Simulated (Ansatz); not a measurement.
# Cl on Zr(0001): change of the work function, part 3 of 4

How does Cl on the fcc site change the work function of Zr(0001) as the layer fills?

Ansatz 0.2.0; plane-wave DFT, PBE, Ansatz PAW.

So far, work function, upper face (eV): step 2 (the clean slab) 4.17; step 3 (37 atoms, coverage 0.111 ML, cell 3x3) 4.11.

## 4. Adsorbate added, k-mesh 6×6×1, coverage 0.25 ML

System of this step: Cl/Zr(0001). The cell holds 17 atoms: 16 Zr and 1 Cl. Cell: a = 6.460 Å, b = 6.460 Å, c = 27.844 Å, α = 90.0°, β = 90.0°, γ = 60.0°. Vacuum lies along c.

Another coverage, to see how the dipoles act on each other as their distance changes.

input.yaml

```yaml
crystal:
  lattice:
    - [6.46, 0.0, 0.0]
    - [3.23, 5.5945241084, 0.0]
    - [0.0, 0.0, 27.8439072714]
  atoms:
    - { symbol: Zr, position: [0.3333333333, 0.3333333333, 0.3232304975] }
    - { symbol: Zr, position: [0.0, 0.0, 0.4156275514] }
    - { symbol: Zr, position: [0.3333333333, 0.3333333333, 0.5116005758] }
    - { symbol: Zr, position: [0.0, 0.0, 0.5992195745] }
    - { symbol: Zr, position: [0.3333333333, 0.8333333333, 0.3232304975] }
    - { symbol: Zr, position: [0.0, 0.5, 0.4156275514] }
    - { symbol: Zr, position: [0.3333333333, 0.8333333333, 0.5116005758] }
    - { symbol: Zr, position: [0.0, 0.5, 0.5992195745] }
    - { symbol: Zr, position: [0.8333333333, 0.3333333333, 0.3232304975] }
    - { symbol: Zr, position: [0.5, 0.0, 0.4156275514] }
    - { symbol: Zr, position: [0.8333333333, 0.3333333333, 0.5116005758] }
    - { symbol: Zr, position: [0.5, 0.0, 0.5992195745] }
    - { symbol: Zr, position: [0.8333333333, 0.8333333333, 0.3232304975] }
    - { symbol: Zr, position: [0.5, 0.5, 0.4156275514] }
    - { symbol: Zr, position: [0.8333333333, 0.8333333333, 0.5116005758] }
    - { symbol: Zr, position: [0.5, 0.5, 0.5992195745] }
    - { symbol: Cl, position: [0.1666666667, 0.1666666667, 0.6767695025] }
kpoints:
  mp_grid: { grid: [6, 6, 1] }
hamiltonian:
  xc: pbe
scf:
  occupations: { method: fermi_dirac, width: 0.1 }
  convergence: { dr2_threshold: 1.0e-08 }
efield:
  axis: 3
  dipole_correction: true
  ramp_position: 0.97
  ramp_width: 0.06
relax:
  f_tol: 0.02
  max_steps: 60
  constraints: [{ sites: [0, 1, 4, 5, 8, 9, 12, 13] }]
output:
  dos: { projected: true, e_range: [-8, 4] }
  write_potential: true
  write_density: true
  volumetric_format: npy
  elf: true
```

The run is started by

```sh
$ ansatz run input.yaml --threads 4 --pin off --max-ram 16384MiB --backend cpu --events-out ev --progress --plain --runs-dir out
```

Numbers of over 12 decimals in the logs are rounded to 6 here.

The log of the run:

```text
[...]
Crystal: 17 atoms, lattice volume = 1006.296 Å³
Basis set: ecut = 420 eV, 19689 PW (Γ), exchange–correlation on 90×90×384 points (8 copies of the dense FFT grid, shifted against one another)
Bands: 120, of which v1, the nominal top of the filled ones, is band 100 counted from 1 (99 counted from 0)
Symmetry: 6 space group operations
[...]
k-points: 7 of 36 (time reversal used)
[...]
SCF iter   1: F=—  HF=-68017.172844 eV  |F-HF|=—  |Δ(HF+E_count)|=         —  Δρ=6.04e-3  dr2=7.37e0  ethr=1.77e-3  p=-0.017 e·Å  D=-3.07e-3 V/Å  ΔV_dip=0.09 eV  dr2_dipole=1.58e0  V_vac-E_F(+/−)=4.16/4.07 eV  ⟨swp⟩=9.6  Hψ=3976  notcnv=0
[...]
SCF iter  10: F=-68017.030739 eV  HF=-68017.030739 eV  |F-HF|=2.39e-9  |Δ(HF+E_count)|=   1.56e-8  Δρ=2.57e-7  dr2=1.53e-9  ethr=5.03e-12  p=-0.028 e·Å  D=-4.99e-3 V/Å  ΔV_dip=0.14 eV  dr2_dipole=2.68e-11  V_vac-E_F(+/−)=4.31/4.17 eV  ⟨swp⟩=9.7  Hψ=6015  notcnv=0
SCF 1 converged in 10 iterations: F = -68017.030739 eV  dr2 = 1.53e-9
[...]
relax step   1: F+E_penalty+E_count = -68017.03073932 eV  Δ(F+E_penalty+E_count) = +0.000e0 eV  max|allowed force component| = 1.212e0 eV/Å  Δτ_max = 0.0000 Å  (10 SCF iters, accepted)
[...]
SCF iter   1: F=—  HF=-68017.465956 eV  |F-HF|=—  |Δ(HF+E_count)|=         —  Δρ=5.61e-3  dr2=2.49e0  ethr=8.63e-4  p=-0.028 e·Å  D=-4.99e-3 V/Å  ΔV_dip=0.14 eV  dr2_dipole=5.29e-1  V_vac-E_F(+/−)=4.33/4.19 eV  ⟨swp⟩=1.7  Hψ=2597  notcnv=0
[...]
eigensolver tolerance schedule calibrated: the retry pair's looser diagonalisation under-reported the residual by θ = 0.31 (0.56/decade); ethr = c·dr2/N_el runs at the constant in force after the calibration composes with the one it found (an armed cap, an earlier calibration), c = 3.2e-3
[...]
SCF iter   2: F=—  HF=-68017.308969 eV  |F-HF|=—  |Δ(HF+E_count)|=   1.57e-1  Δρ=2.67e-3  dr2=2.29e-1  ethr=4.00e-5  p=-0.003 e·Å  D=-6.23e-4 V/Å  ΔV_dip=0.02 eV  dr2_dipole=2.54e-3  V_vac-E_F(+/−)=4.20/4.18 eV  ⟨swp⟩=3.9  Hψ=2043  notcnv=0
[...]
SCF iter  10: F=-68017.284838 eV  HF=-68017.284838 eV  |F-HF|=2.50e-9  |Δ(HF+E_count)|=   2.40e-8  Δρ=4.06e-7  dr2=3.67e-9  ethr=1.00e-12  p=0.008 e·Å  D=1.46e-3 V/Å  ΔV_dip=-0.04 eV  dr2_dipole=9.60e-11  V_vac-E_F(+/−)=4.14/4.18 eV  ⟨swp⟩=9.6  Hψ=5803  notcnv=0
SCF 2 converged in 10 iterations: F = -68017.284838 eV  dr2 = 3.67e-9
relax step   2: F+E_penalty+E_count = -68017.28483765 eV  Δ(F+E_penalty+E_count) = -2.541e-1 eV  max|allowed force component| = 3.604e-1 eV/Å  Δτ_max = 0.1949 Å  (10 SCF iters, accepted)
SCF iter   1: F=—  HF=-68017.356637 eV  |F-HF|=—  |Δ(HF+E_count)|=         —  Δρ=2.20e-3  dr2=4.74e-1  ethr=2.28e-3  p=0.008 e·Å  D=1.46e-3 V/Å  ΔV_dip=-0.04 eV  dr2_dipole=8.69e-2  V_vac-E_F(+/−)=4.14/4.18 eV  ⟨swp⟩=3.1  Hψ=1448  notcnv=0
[...]
SCF iter  10: F=-68017.328145 eV  HF=-68017.328145 eV  |F-HF|=5.53e-10  |Δ(HF+E_count)|=   1.11e-8  Δρ=2.19e-7  dr2=1.77e-9  ethr=5.03e-12  p=0.027 e·Å  D=4.78e-3 V/Å  ΔV_dip=-0.13 eV  dr2_dipole=2.43e-10  V_vac-E_F(+/−)=4.04/4.18 eV  ⟨swp⟩=9.7  Hψ=5875  notcnv=0
SCF 3 converged in 10 iterations: F = -68017.328145 eV  dr2 = 1.77e-9
relax step   3: F+E_penalty+E_count = -68017.32814457 eV  Δ(F+E_penalty+E_count) = -4.331e-2 eV  max|allowed force component| = 3.725e-2 eV/Å  Δτ_max = 0.1000 Å  (10 SCF iters, accepted)
SCF iter   1: F=—  HF=-68017.328970 eV  |F-HF|=—  |Δ(HF+E_count)|=         —  Δρ=2.15e-4  dr2=2.91e-3  ethr=1.33e-5  p=0.027 e·Å  D=4.78e-3 V/Å  ΔV_dip=-0.13 eV  dr2_dipole=1.38e-7  V_vac-E_F(+/−)=4.04/4.18 eV  ⟨swp⟩=2.0  Hψ=1194  notcnv=0
[...]
SCF iter   7: F=-68017.328676 eV  HF=-68017.328676 eV  |F-HF|=3.10e-9  |Δ(HF+E_count)|=   2.43e-8  Δρ=3.60e-7  dr2=2.88e-9  ethr=5.03e-12  p=0.026 e·Å  D=4.62e-3 V/Å  ΔV_dip=-0.13 eV  dr2_dipole=9.34e-12  V_vac-E_F(+/−)=4.05/4.18 eV  ⟨swp⟩=9.4  Hψ=5804  notcnv=0
SCF 4 converged in 7 iterations: F = -68017.328676 eV  dr2 = 2.88e-9
relax step   4: F+E_penalty+E_count = -68017.32867579 eV  Δ(F+E_penalty+E_count) = -5.312e-4 eV  max|allowed force component| = 8.776e-3 eV/Å  Δτ_max = 0.0044 Å  (7 SCF iters, accepted)
[...]
SCF converged after 7 iterations
Free energy (F): -68017.328676 eV
[...]
Internal energy: -68016.482122 eV  (E = F + TS)
E sigma→0 (E₀):  -68016.905399 eV
Entropy (-TS):   -0.846554 eV (-49.797 meV/atom)
Fermi energy:    2.902239 eV
Dipole field:    D = 0.004622 V/Å  (p = 0.025703 e·Å, saw-weighted, corrected)
Work function:   Φ+ = 4.0483 eV   Φ− = 4.1769 eV
[...]
--- Forces (eV/Å), atoms counted from 1 ---
  atom   1  Zr     0.00867185     0.00500669     0.46623170
  atom   2  Zr     0.04056661     0.02342114    -0.45174095
  atom   3  Zr    -0.00760023    -0.00438800     0.00576867
  atom   4  Zr    -0.00675323    -0.00389898    -0.00164111
  atom   5  Zr     0.00000000    -0.01001339     0.46623170
  atom   6  Zr    -0.00000000    -0.04684229    -0.45174095
  atom   7  Zr    -0.00000000     0.00877599     0.00576867
  atom   8  Zr    -0.00000000     0.00779796    -0.00164111
  atom   9  Zr    -0.00867185     0.00500669     0.46623170
  atom  10  Zr    -0.04056661     0.02342114    -0.45174095
  atom  11  Zr     0.00760023    -0.00438800     0.00576867
  atom  12  Zr     0.00675323    -0.00389898    -0.00164111
  atom  13  Zr     0.00000000     0.00000000     0.39462819
  atom  14  Zr    -0.00000000     0.00000000    -0.44793042
  atom  15  Zr     0.00000000    -0.00000000    -0.00170146
  atom  16  Zr    -0.00000000    -0.00000000    -0.00362927
  atom  17  Cl     0.00000000    -0.00000000     0.00278202
  max |Σ_I F_I| component: 4.04e-6 eV/Å
--- Band table (eV; the first three rows and the last of 7) ---
  k-point 0: bands = [... 96 lower, 2.9777, 3.1853, 3.4729, 3.5158, 3.5158, 3.5731, 3.7269, 3.7269, ... 16 higher]
  k-point 1: bands = [... 96 lower, 2.9617, 3.1360, 3.2454, 3.3013, 3.3379, 3.3693, 3.5258, 3.5761, ... 16 higher]
  k-point 2: bands = [... 96 lower, 2.7845, 2.8341, 2.9211, 2.9306, 3.0021, 3.0619, 3.1911, 3.2409, ... 16 higher]
  k-point 6: bands = [... 96 lower, 2.2824, 2.4477, 2.4600, 2.4664, 2.4907, 2.7666, 2.9515, 2.9543, ... 16 higher]
--- Relaxed structure (4 steps of the walk, 4 accepted, 0 SCFs on fresh bases) ---
  F+E_penalty+E_count = -68017.32867579 eV   max|allowed force component| = 8.776e-3 eV/Å
  atoms:
    - { symbol: Zr, position: [0.333333, 0.333333, 0.323230] }
[...]
- { symbol: Zr, position: [0.330931, 0.330931, 0.512063] }
    - { symbol: Zr, position: [-0.00717705, -0.00717705, 0.600509] }
    - { symbol: Zr, position: [0.333333, 0.833333, 0.323230] }
    - { symbol: Zr, position: [5.551115123125783e-17, 0.500000, 0.4156275514] }
    - { symbol: Zr, position: [0.330931, 0.838138, 0.512063] }
    - { symbol: Zr, position: [-0.00717705, 0.514354, 0.600509] }
    - { symbol: Zr, position: [0.833333, 0.333333, 0.323230] }
    - { symbol: Zr, position: [0.5, 2.6667121670171398e-17, 0.4156275514] }
    - { symbol: Zr, position: [0.838138, 0.330931, 0.512063] }
    - { symbol: Zr, position: [0.514354, -0.00717705, 0.600509] }
    - { symbol: Zr, position: [0.833333, 0.833333, 0.323230] }
    - { symbol: Zr, position: [0.500000, 0.500000, 0.4156275514] }
    - { symbol: Zr, position: [0.833333, 0.833333, 0.509277] }
    - { symbol: Zr, position: [0.500000, 0.500000, 0.597485] }
    - { symbol: Cl, position: [0.166667, 0.166667, 0.666318] }
```

Elapsed: 1.9 min, on 4 threads of Arm Neoverse V1, shared host; peak memory 2.9 GiB; 7.3 min of CPU time.

Step by step:

```csv
step,energy less that of the first step (eV),largest force component (eV/Å)
1,0.0000,1.2116
2,-0.2541,0.3604
3,-0.2974,0.0372
4,-0.2979,0.0088
```

The run keeps the 6 symmetry operations that it works with, so distortions that break them were not tested.

The atoms that moved most (Å):

| atom | dx | dy | dz | length |
| --- | --- | --- | --- | --- |
| Cl17 | 0.000 | 0.000 | -0.291 | 0.291 |
| Zr12 | 0.070 | -0.040 | 0.036 | 0.088 |
| Zr4 | -0.070 | -0.040 | 0.036 | 0.088 |
| Zr8 | 0.000 | 0.080 | 0.036 | 0.088 |
| Zr15 | 0.000 | 0.000 | -0.065 | 0.065 |
| Zr16 | 0.000 | 0.000 | -0.048 | 0.048 |
| Zr11 | 0.023 | -0.013 | 0.013 | 0.030 |
| Zr3 | -0.023 | -0.013 | 0.013 | 0.030 |

The relaxed structure:

```xyz
17
Lattice="6.4600 0.0000 0.0000 3.2300 5.5945 0.0000 0.0000 0.0000 27.8439" Properties=species:S:1:pos:R:3
Zr    3.2300    1.8648    9.0000
Zr    0.0000    0.0000   11.5727
Zr    3.2067    1.8514   14.2578
Zr   -0.0695   -0.0402   16.7205
Zr    4.8450    4.6621    9.0000
Zr    1.6150    2.7973   11.5727
Zr    4.8450    4.6890   14.2578
Zr    1.6150    2.8776   16.7205
Zr    6.4600    1.8648    9.0000
Zr    3.2300    0.0000   11.5727
Zr    6.4833    1.8514   14.2578
Zr    3.2995   -0.0402   16.7205
Zr    8.0750    4.6621    9.0000
Zr    4.8450    2.7973   11.5727
Zr    8.0750    4.6621   14.1803
Zr    4.8450    2.7973   16.6363
Cl    1.6150    0.9324   18.5529
```

Numbers from this step:

| Item | Value |
| --- | --- |
| energy at zero smearing | -68016.9054 eV |
| work function, upper face | 4.048 eV |
| work function, lower face | 4.177 eV |
| dipole along the normal | 0.02570 e·Å |
| step between the vacuum levels | -0.1287 eV |

The density of states has structure finer than the step of the table below, so its rows give means over 0.25 eV, whole bins alone (the curve runs from -8 to 1.08 eV). Peaks (eV: height): -5.470: 44.3, -2.650: 41.5, -1.290: 46.0, -0.900: 46.8, 0.300: 41.4, 0.930: 74.7, 1.020: 56.7.

The density of states by energy, zero at the Fermi level; means over each step:

energy (eV), density of states (states/eV a cell) and a bar:
```
    -6.25        0.0 
    -6.00        0.0 
    -5.75        8.6 #########
    -5.50       10.4 ###########
    -5.25        0.0 
    -5.00        0.9 #
    -4.75        1.2 #
    -4.50        1.3 #
    -4.25        1.5 ##
    -4.00        3.2 ###
    -3.75        2.6 ###
    -3.50        3.1 ###
    -3.25        4.3 ####
    -3.00        5.6 ######
    -2.75       14.0 ##############
    -2.50       13.8 ##############
    -2.25       20.2 #####################
    -2.00       25.1 ##########################
    -1.75       17.8 ##################
    -1.50       14.7 ###############
    -1.25       21.5 ######################
    -1.00       24.1 #########################
    -0.75       23.3 ########################
    -0.50       15.8 ################
    -0.25       19.8 ####################
     0.00       27.7 ############################
     0.25       29.5 ##############################
     0.50       25.7 ##########################
     0.75       27.8 ############################
```

Projected DOS per atom over height of the atomic layer and energy from the Fermi level. Layers: Zr4 Zr4 Zr4 Zr4 Cl from below.

Ten even steps from '0' (0.0 states/eV) to '9' (7.0 states/eV), each cell a mean:
```
22220
31120
31120
21110
22220
21110
11110
12210
11110
00000
00000
00000
00000
00000
00000
00007
00009
00000
00000
00000
00000
00000
```
Columns: height of the atomic layer (Å) from 9 to 18.6 (not evenly spaced); rows upwards: energy from the Fermi level (eV) from -7.96 to 1.04.

Valence density in the ca plane at fractional y = 0.000, with atoms of Zr within 0.2 Å of it. It is the smooth field of the valence electrons, not physical close to the nuclei.

Values in e/Å³, 9 rows by 16 columns, each cell a mean:
```
0.2 1.7 2.5 0.2 0.2 0.2 1.3 3.1 0.3 0.0 0.0 0.0 0.0 0.0 0.0 0.0
0.2 0.3 0.3 0.2 0.4 0.3 0.3 0.5 0.1 0.0 0.0 0.0 0.0 0.0 0.0 0.0
0.2 0.2 0.2 0.2 0.5 0.3 0.2 0.3 0.1 0.0 0.0 0.0 0.0 0.0 0.0 0.0
0.2 1.3 1.9 0.2 0.2 0.2 1.0 2.6 0.3 0.0 0.0 0.0 0.0 0.0 0.0 0.0
0.2 2.3 3.1 0.3 0.2 0.2 1.6 3.5 0.5 0.0 0.0 0.0 0.0 0.0 0.0 0.0
0.2 0.8 1.2 0.2 0.3 0.2 0.4 1.1 0.3 0.2 0.0 0.0 0.0 0.0 0.0 0.0
0.2 0.2 0.2 0.2 0.6 0.4 0.2 0.2 0.4 0.4 0.1 0.0 0.0 0.0 0.0 0.0
0.2 0.5 0.7 0.2 0.3 0.3 0.3 0.6 0.3 0.3 0.0 0.0 0.0 0.0 0.0 0.0
0.2 2.1 2.9 0.3 0.2 0.2 1.4 3.3 0.4 0.1 0.0 0.0 0.0 0.0 0.0 0.0
```
Columns run along c (16.0 Å, from fractional 0.35 to 0.92 of the cell), rows up along a (6.5 Å). Atoms in or near the plane, at fractional coordinates: Zr at (0.42, 0.00), Zr at (0.60, 0.99), Zr at (0.42, 0.50), Zr at (0.60, 0.51).

ELF in the ca plane at fractional y = 0.000, with atoms of Zr within 0.2 Å of it. It is the smooth field of the valence electrons, not physical close to the nuclei.

Ten even steps from '0' (0.00) to '9' (0.83), each cell a mean:
```
75269679426767873496497100000000000000000000
44237986224323443269984100000000000000000000
22322332232122223224432222100000000000000000
22443223431244213432224454210000000000000000
22443223431244213432223454210000000000000000
23322332232122223224432222100000000000000000
44237886224333453268884100000000000000000000
75269568426767873496497100000000000000000000
75269349536778883585497101100000000000000000
54248888325544563379983134431000000000000000
23224663233222233235531478864100000000000000
12332222332134213332113799985310000000000000
22453223442256312443214899986310000000000000
12332222332134213332113799985310000000000000
23224663233222233235531478864100000000000000
55248898325544663379983134431000000000000000
85268249536778883595397101100000000000000000
```
Columns run along c (16.0 Å, from fractional 0.35 to 0.92 of the cell), rows up along a (6.5 Å). Atoms in or near the plane, at fractional coordinates: Zr at (0.42, 0.00), Zr at (0.60, 0.99), Zr at (0.42, 0.50), Zr at (0.60, 0.51).

Electrostatic potential energy in the ca plane at fractional y = 0.000, with atoms of Zr within 0.2 Å of it. With pseudopotentials it is smooth inside the atoms' cores, unlike the true potential.

Values in eV, 9 rows by 16 columns, each cell a mean:
```
  3 -29 -42   0   3   3 -22 -52  -6   6   7   7   7   7   7   7
  1  -1  -4   2  -6  -1  -1  -8   3   6   7   7   7   7   7   7
  0   1   0   2  -9  -2   2  -2   4   7   7   7   7   7   7   7
  2 -22 -33   1   1   3 -17 -43  -4   6   7   7   7   7   7   7
  3 -39 -54  -1   5   4 -27 -59  -8   5   7   7   7   7   7   7
  2 -13 -21   2  -1   1  -6 -20  -1   4   7   7   7   7   7   7
  0   3   2   3 -11  -5   3   2   1   0   6   7   7   7   7   7
  1  -6 -11   2  -4  -1  -2 -10   0   3   7   7   7   7   7   7
  3 -36 -50  -1   4   4 -24 -55  -6   5   7   7   7   7   7   7
```
Columns run along c (16.0 Å, from fractional 0.35 to 0.92 of the cell; values clipped at the 3rd and 97th percentile), rows up along a (6.5 Å). Atoms in or near the plane, at fractional coordinates: Zr at (0.42, 0.00), Zr at (0.60, 0.99), Zr at (0.42, 0.50), Zr at (0.60, 0.51).

The relaxation took 4 steps and lowered the energy by 0.30 eV; the largest force on the free atoms ends at 0.0088 eV/Å.

By hand: a sheet of dipoles makes a step −p/(ε₀A) in the electron's potential. With e/ε₀ = 180.95 V·Å, p = 0.02570 e·Å and A = 36.14 Å², that is −180.95 × (0.02570) / 36.14 = -0.129 eV, and the two vacuum levels of the run differ by -0.129 eV.

The covered face has 4.05 eV, -0.12 eV against the clean one; the bare back face has moved by -0.00 eV, a measure of how thin the slab is.

## 5. Adsorbate added, k-mesh 6×6×1, coverage 0.5 ML

System of this step: Cl/Zr(0001). The cell holds 18 atoms: 16 Zr and 2 Cl. Its edges and angles: a = 6.460 Å, b = 6.460 Å, c = 27.844 Å, α = 90.0°, β = 90.0°, γ = 60.0°. Vacuum lies along c.

Another coverage, to see how the dipoles act on each other as their distance changes.

input.yaml: that of step 4 with these lines changed.

```diff
@@ -23,2 +23,3 @@
     - { symbol: Cl, position: [0.1666666667, 0.1666666667, 0.6767695025] }
+    - { symbol: Cl, position: [0.6666666667, 0.1666666667, 0.6767695025] }
 kpoints:
```

The log of the run:

```text
[...]
Crystal: 18 atoms, lattice volume = 1006.296 Å³
Basis set: ecut = 420 eV, 19689 PW (Γ), exchange–correlation on 90×90×384 points (8 copies of the dense FFT grid, shifted against one another)
Bands: 124, of which v1, the nominal top of the filled ones, is band 103 counted from 1 (102 counted from 0)
Symmetry: 4 space group operations
[...]
- { symbol: Zr, position: [0.833333, 0.833333, 0.323230] }
    - { symbol: Zr, position: [0.500000, 0.500000, 0.4156275514] }
    - { symbol: Zr, position: [0.831665, 0.836670, 0.509050] }
    - { symbol: Zr, position: [0.493162, 0.513676, 0.599719] }
    - { symbol: Cl, position: [0.160458, 0.179085, 0.665673] }
    - { symbol: Cl, position: [0.660458, 0.179085, 0.665673] }
[key lines of the parts left out:]
SCF converged after 8 iterations
Free energy (F): -69100.204038 eV
Fermi energy:    3.090784 eV
Dipole field:    D = 0.003026 V/Å  (p = 0.016827 e·Å, saw-weighted, corrected)
Work function:   Φ+ = 4.0921 eV   Φ− = 4.1764 eV
```

It took 3.7 min on 4 threads; peak memory 3.4 GiB.

The steps of the relaxation:

```csv
step,energy less that of the first step (eV),largest force component (eV/Å)
1,0.0000,1.5193
2,-0.6061,0.2574
3,-0.6637,0.0997
4,-0.6682,0.0178
```

The run keeps the 4 symmetry operations that it works with, so distortions that break them were not tested.

The atoms that moved most (Å):

```csv
atom,dx,dy,dz,length
Cl18,0.000,0.069,-0.309,0.317
Cl17,0.000,0.069,-0.309,0.317
Zr4,0.000,-0.082,0.038,0.090
Zr12,0.000,-0.082,0.038,0.090
Zr16,0.000,0.077,0.014,0.078
Zr8,0.000,0.077,0.014,0.078
Zr7,0.000,0.019,-0.071,0.073
Zr15,0.000,0.019,-0.071,0.073
```

The relaxed structure:

```xyz
18
Lattice="6.4600 0.0000 0.0000 3.2300 5.5945 0.0000 0.0000 0.0000 27.8439" Properties=species:S:1:pos:R:3
Zr    3.2300    1.8648    9.0000
Zr    0.0000    0.0000   11.5727
Zr    3.2300    1.8463   14.2923
Zr    0.0000   -0.0819   16.7229
Zr    4.8450    4.6621    9.0000
Zr    1.6150    2.7973   11.5727
Zr    4.8450    4.6808   14.1739
Zr    1.6150    2.8738   16.6985
Zr    6.4600    1.8648    9.0000
Zr    3.2300    0.0000   11.5727
Zr    6.4600    1.8463   14.2923
Zr    3.2300   -0.0819   16.7229
Zr    8.0750    4.6621    9.0000
Zr    4.8450    2.7973   11.5727
Zr    8.0750    4.6808   14.1739
Zr    4.8450    2.8738   16.6985
Cl    1.6150    1.0019   18.5349
Cl    4.8450    1.0019   18.5349
```

The density of states has structure finer than the step of the table below, so its rows give means over 0.25 eV, whole bins alone (the curve runs from -8 to 1.11 eV). Peaks (eV: height): -5.560: 44.0, -1.290: 41.2, -0.840: 42.2, -0.750: 37.8, 0.780: 41.7, 0.870: 47.9, 0.990: 51.0.

The density of states by energy, zero at the Fermi level; means over each step:

| energy (eV) | density of states (states/eV a cell) |
| --- | --- |
| -6.75 | 0 |
| -6.50 | 2.97 |
| -6.25 | 1.78 |
| -6.00 | 6.02 |
| -5.75 | 11.5 |
| -5.50 | 13.0 |
| -5.25 | 6.18 |
| -5.00 | 2.14 |
| -4.75 | 2.47 |
| -4.50 | 1.57 |
| -4.25 | 3.15 |
| -4.00 | 4.61 |
| -3.75 | 2.83 |
| -3.50 | 3.48 |
| -3.25 | 3.52 |
| -3.00 | 6.30 |
| -2.75 | 9.15 |
| -2.50 | 14.4 |
| -2.25 | 19.2 |
| -2.00 | 23.2 |
| -1.75 | 20.2 |
| -1.50 | 13.7 |
| -1.25 | 22.5 |
| -1.00 | 22.7 |
| -0.75 | 28.5 |
| -0.50 | 19.5 |
| -0.25 | 19.4 |
| 0.00 | 24.0 |
| 0.25 | 28.0 |
| 0.50 | 23.6 |
| 0.75 | 29.5 |

The relaxation took 4 steps and lowered the energy by 0.67 eV; the largest force on the free atoms ends at 0.018 eV/Å.

The covered face has 4.09 eV, -0.07 eV against the clean one; the bare back face has moved by -0.00 eV, a measure of how thin the slab is.

[end of part 3 of 4]

[Logs are printed without paths, hosts, clocks, repeated set-up lines and the standing remarks that a program may print on its own settings, such as how far it seeks lower states.]

[Hosts, paths, dates, database ids (printed as entryN), source tags and the programs' standing remarks are cut or masked in the printed files.]

[Maps of the electrostatic potential energy from Ansatz leave out the sawtooth potential of an applied field or a dipole correction, so their vacuum need not be flat; planar profiles and work functions include it.]

[The density of states shown here was stored with 400 of the rows of the run's finer table, so its peaks can read low, often by over a quarter, or be missed, and its means over a window can be off by a tenth or more.]
